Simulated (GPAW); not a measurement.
# How LiCl absorbs and reflects light

Aim: the dielectric function of LiCl, and the optical constants that follow from it. The cell comes from an older database entry, whose edges can differ from later determinations, mostly by under a per cent.

Program: GPAW 26.7.0. Level of theory: DFT, PBE, plane-wave PAW (GPAW data sets), scalar-relativistic, RPA, optical limit. Results are calculated unless marked as measured.

The database entry behind the starting cell differs from later determinations by our own check (0.1 to 0.3 % short, probably kX units), so it need not match the best structure at ambient conditions.

## (1) The structure

The structure is cubic, space group Fm-3m (No. 225). The conventional cell has a = 5.130 Å, b = 5.130 Å, c = 5.130 Å, α = 90.00°, β = 90.00°, γ = 90.00°. Cl has 6 Li at 2.56 Å nearest. Nearest to Li lie 6 Cl at 2.56 Å. Farther neighbours and most contacts between anions are not listed.

Coordinates:

```
Cl Li
1.0
     0.00000    2.56477    2.56477
     2.56477    0.00000    2.56477
     2.56477    2.56477    0.00000
Cl Li
1 1
Direct
  0.50000 0.50000 0.50000
  0.00000 0.00000 0.00000
```

## (2) Bands for the response

At the fixed density, many empty bands are solved on the mesh of the response, since the spectrum sums over them.

This step: DFT, PBE, plane-wave PAW (GPAW data sets), scalar-relativistic, bands at fixed density (GPAW 26.7.0).

nscf.py reads:

```python
from ase.dft.bandgap import bandgap
from gpaw import GPAW, FermiDirac

calc = GPAW('gs.gpw').fixed_density(kpts={'size': (12, 12, 12), 'gamma': True}, nbands=37, convergence={'bands': 31},
                                    occupations=FermiDirac(0.001), txt='nscf.txt')
print('gap (eV)', bandgap(calc, output=None)[0])
print('direct gap (eV)', bandgap(calc, direct=True, output=None)[0])
print('top band over the Fermi level (eV)', min(calc.get_eigenvalues(kpt=k)[30] for k in range(len(calc.get_ibz_k_points()))) - calc.get_fermi_level())
calc.write('full.gpw', mode='all')
```

Started as:

```console
OMP_NUM_THREADS=1 python nscf.py
```

Numbers of over 12 decimals in the logs are rounded to 6 here.

Log:

```text
Diagonalizing LCAO Hamiltonian
Converting LCAO to pw mode
convergence criteria:
- Maximum integral of absolute [eigenst]ate change: 4e-08 eV^2 / valence electron
maximum number of iterations: 150

SCF iterations
|iter     |      energy | eigst |  dens |
|iter:   1||             | +3.80 |       |
|iter:   2||             | +2.25 |       |
|iter:   3||             | +0.60 |       |
|iter:   4||             | -0.43 |       |
|iter:   5||             | -1.72 |       |
|iter:   6||             | -2.83 |       |
|iter:   7||             | -3.87 |       |
|iter:   8||             | -4.84 |       |
|iter:   9||             | -5.54 |       |
|iter:  10||             | -6.24 |       |
|iter:  11||             | -6.90 |       |
|iter:  12||             | -7.45c|       |
SCF steps: 12
  __  _  _
 | _ |_)|_||  |
 |__||  | ||/\| - 26.7.0

Versions:
  Python: 3.12.14
  ASE:    3.29.0
  Numpy:  2.5.5
  Scipy:  1.18.1
  Libxc:  7.0.0

Input parameters:
  mode=PW(ecut=500.0),
  convergence={'bands': 31},
  gpts=array([20, 20, 20]),
  kpts=MonkhorstPack(size=(12, 12, 12), gamma=True),
  maxiter=150,
  nbands=37,
  occupations=Occupations(name='fermi-dirac', width=0.001, fixmagmom=False),
  parallel={},
  xc=XC(name='PBE')

--- standard output ---
gap (eV) 6.319491
direct gap (eV) 6.323527
top band over the Fermi level (eV) 40.722291
```

Elapsed: 41 s, on 1 thread of Arm Neoverse V1, shared host; peak memory 0.18 GiB.

Read-outs, printed or worked out from the files:

| Property | Result |
| --- | --- |
| gap on the k-mesh | 6.319 eV |
| direct gap on the mesh | 6.324 eV |

## (3) Dielectric function, RPA

Local fields let the induced charge screen the field inside the cell, which as a rule lowers ε, most along directions where the density is uneven.

This step: DFT, PBE, plane-wave PAW (GPAW data sets), scalar-relativistic, RPA, optical limit (GPAW 26.7.0).

df.py reads:

```python
from gpaw.response.df import DielectricFunction

df = DielectricFunction('full.gpw', frequencies={'type': 'nonlinear', 'domega0': 0.03, 'omega2': 8},
                        ecut=50,
                        eta=0.15,
                        nbands=31,
                        txt='df.txt')
for direction in ['x']:
    df.get_dielectric_function(xc='RPA', direction=direction, filename=f'df_{direction}.csv')
```

Started as:

```console
OMP_NUM_THREADS=1 python df.py
```

Log:

```text
Using integrator: PointIntegrator
NonLinearFrequencyDescriptor(from 0.000 to 61.537 eV, 491 points)
Nonperiodic BCs:  [False False False]
Using integrator: PointIntegrator
NonLinearFrequencyDescriptor(from 0.000 to 61.537 eV, 491 points)
Nonperiodic BCs:  [False False False]

Calculating chi0 body with:
    Ground state adapter containing:
    Number of spins: 1
    Number of kpoints: 1728
    Number of irreducible kpoints: 72
    Number of completely occupied states: 4
    Number of partially occupied states: 4

    Linear response parametrization:
    q_c: [0.0, 0.0, 0.0]
    Number of frequency points: 491
    Planewave cutoff: 50.0
    Number of bands: 31
    Number of planewaves: 27
    Broadening (eta): 0.15

Integrating chi0 body.

Symmetries of q_c:
    Direct symmetries (Uq -> q): 48
    Indirect symmetries (TUq -> q): 0
In total 48 allowed symmetries.

72 groups of equivalent kpoints. 95.833333% reduction.

Integral kind: spectral function

Calculating chi0 optical extensions with:
    Ground state adapter containing:
    Number of spins: 1
    Number of kpoints: 1728
    Number of irreducible kpoints: 72
    Number of completely occupied states: 4
    Number of partially occupied states: 4

    Linear response parametrization:
    Number of frequency points: 491
    Planewave cutoff: 50.0
    Number of bands: 31
    Number of planewaves: 27
    Broadening (eta): 0.15
Integrating chi0 head and wings.

Symmetries of q_c:
    Direct symmetries (Uq -> q): 48
    Indirect symmetries (TUq -> q): 0
In total 48 allowed symmetries.

72 groups of equivalent kpoints. 95.833333% reduction.

Integral kind: spectral function wings
```

The job ended after 5.3 s (1 thread; peak memory 0.19 GiB).

This step gave:

* electronic dielectric constant ε∞, mean over x, y and z (by symmetry where fewer were run): 2.734
* main peak of Im epsilon, first axis: 8.692 eV

The Im ε, E ∥ x has structure finer than the step of the table below, so its rows give means over 0.5 eV, whole bins alone (the curve runs from 0 to 14.0 eV). Peaks (eV: height): 8.03: 3.80, 8.70: 4.19, 10.95: 3.34, 11.94: 3.26.

Values under the direct gap are tails of Lorentzian lines. Im ε, E ∥ x against photon energy; means over each step:

```csv
photon energy (eV),"Im ε, E ∥ x"
0.5,0.00265
1.0,0.00541
1.5,0.00839
2.0,0.0117
2.5,0.0156
3.0,0.0204
3.5,0.0264
4.0,0.0344
4.5,0.0458
5.0,0.0634
5.5,0.0949
6.0,0.177
6.5,0.542
7.0,1.57
7.5,3.26
8.0,3.42
8.5,3.50
9.0,3.93
9.5,2.96
10.0,3.14
10.5,2.94
11.0,3.08
11.5,2.71
12.0,3.08
12.5,3.09
13.0,2.73
13.5,2.35
```

The Re ε, E ∥ x by photon energy:

```csv
photon energy (eV),"Re ε, E ∥ x"
0.0,2.73
0.5,2.74
1.0,2.75
1.5,2.77
2.0,2.81
2.5,2.85
3.0,2.91
3.5,2.99
4.0,3.09
4.5,3.22
5.0,3.40
5.5,3.65
6.0,4.05
6.5,4.72
7.0,5.43
7.5,4.63
8.0,3.50
8.5,3.72
9.0,2.28
9.5,1.66
10.0,1.73
10.5,1.42
11.0,0.985
11.5,1.14
12.0,0.757
12.5,0.342
13.0,-0.103
13.5,-0.805
```

The refractive index n and extinction k by photon energy:

```csv
photon energy (eV),n,k
0.0,1.65,0
0.5,1.65,8.0e-4
1.0,1.66,0.00163
1.5,1.67,0.00251
2.0,1.68,0.00349
2.5,1.69,0.00462
3.0,1.71,0.00595
3.5,1.73,0.00760
4.0,1.76,0.00974
4.5,1.79,0.0127
5.0,1.84,0.0171
5.5,1.91,0.0244
6.0,2.01,0.0413
6.5,2.18,0.121
7.0,2.35,0.317
7.5,2.28,0.740
8.0,2.08,0.903
8.5,2.11,0.846
9.0,1.85,1.06
9.5,1.55,0.866
10.0,1.64,0.984
10.5,1.53,0.959
11.0,1.48,1.10
11.5,1.42,0.945
12.0,1.42,1.13
12.5,1.33,1.20
13.0,1.14,1.18
13.5,0.913,1.28
```

The reflectivity at normal incidence, E ∥ x has structure finer than the step of the table below, so its rows give means over 0.25 eV, whole bins alone (the curve runs from 0 to 14.0 eV). Peaks (eV: height): 7.323: 19.5, 9.153: 21.1, 11.029: 19.8.

Reflectivity at normal incidence, E ∥ x against photon energy; means over each step:

```csv
photon energy (eV),"reflectivity at normal incidence, E ∥ x (%)"
0.25,6.07
0.50,6.08
0.75,6.11
1.00,6.14
1.25,6.18
1.50,6.24
1.75,6.30
2.00,6.38
2.25,6.47
2.50,6.57
2.75,6.68
3.00,6.82
3.25,6.97
3.50,7.14
3.75,7.33
4.00,7.55
4.25,7.80
4.50,8.09
4.75,8.42
5.00,8.81
5.25,9.26
5.50,9.81
5.75,10.5
6.00,11.3
6.25,12.5
6.50,13.8
6.75,15.2
7.00,17.0
7.25,19.0
7.50,19.3
7.75,18.5
8.00,18.7
8.25,15.8
8.50,18.6
8.75,20.3
9.00,20.1
9.25,20.0
9.50,15.2
9.75,15.9
10.00,17.3
10.25,16.9
10.50,16.3
10.75,16.7
11.00,19.2
11.25,16.9
11.50,15.9
11.75,17.0
12.00,19.9
12.25,19.9
12.50,22.4
12.75,24.1
13.00,23.8
13.25,26.4
13.50,30.8
13.75,31.5
```

Values under the direct gap are tails of Lorentzian lines. Table of loss function −Im 1/ε at q → 0, E ∥ x by energy loss; read off at these points:

```csv
energy loss (eV),"loss function −Im 1/ε at q → 0, E ∥ x"
0.000,0
0.250,1.8e-4
0.500,3.5e-4
0.750,5.3e-4
1.000,7.1e-4
1.250,9.0e-4
1.500,0.00109
1.750,0.00128
2.000,0.00149
2.250,0.00170
2.500,0.00192
2.750,0.00215
3.000,0.00239
3.250,0.00266
3.500,0.00294
3.750,0.00325
4.000,0.00359
4.250,0.00396
4.500,0.00439
4.750,0.00487
5.000,0.00544
5.250,0.00613
5.500,0.00700
5.750,0.00819
6.000,0.0101
6.250,0.0145
6.500,0.0233
6.750,0.0335
7.000,0.0469
7.250,0.0694
7.500,0.103
7.750,0.127
8.000,0.142
8.147,0.179
8.250,0.163
8.500,0.134
8.750,0.172
9.000,0.190
9.250,0.241
9.416,0.289
9.500,0.270
9.750,0.235
10.000,0.240
10.250,0.274
10.500,0.277
10.750,0.264
11.000,0.281
11.250,0.338
11.500,0.315
11.750,0.294
12.000,0.295
12.250,0.317
12.500,0.310
12.750,0.346
13.000,0.373
13.250,0.353
13.500,0.382
13.750,0.452
```

Optical constants at common wavelengths, from n + ik = √ε:

```csv
wavelength (nm),n,k,R (%),1/α
1550,1.66,0.001,6.1,95 µm
800,1.67,0.003,6.2,24 µm
532,1.68,0.004,6.5,10 µm
450,1.70,0.005,6.7,6.8 µm
365,1.72,0.007,7.1,4.0 µm
248,1.84,0.017,8.8,1.2 µm
193,2.15,0.098,13.4,156 nm
```

Below the direct gap, k and the depth come from the tails of the Lorentzian lines, not from transitions.

Rows near the edge hang on the gap, which this functional as a rule makes too small, and phonon-assisted absorption is left out.

## (4) Summary of results

| Property | Result |
| --- | --- |
| electronic dielectric constant ε∞, mean over x, y and z (by symmetry where fewer were run) (RPA) | 2.73 |
| main peak of Im epsilon, first axis | 8.69 eV |

At this level (PBE, RPA) LiCl has ε∞ = 2.73 and n = 1.66 at 1550 nm, and Im ε peaks at 8.7 eV. On the mesh the gap is 6.32 eV and the least direct gap 6.32 eV. Local fields change the static value along x from 3.22 to 2.73 (-15 %). Distinct maxima of Im ε, read by a parabola through the highest points, lie at 8.02 eV (3.8), 8.69 eV (4.2), 10.94 eV (3.3) and 11.96 eV (3.3). Excitons and phonon-assisted transitions are missing; PBE gaps are as a rule too small, which pulls the onset down and ε∞ up. The sum runs over mesh points, so small or evenly spaced maxima can still be ripples of the mesh.

[Machine, clock and banner lines and Python warnings are left out of the logs.]

[Logs are printed without paths, hosts, clocks, repeated set-up lines and the standing remarks that a program may print on its own settings, such as how far it seeks lower states.]

[Hosts, paths, dates, database ids (printed as entryN), source tags and the programs' standing remarks are cut or masked in the printed files.]
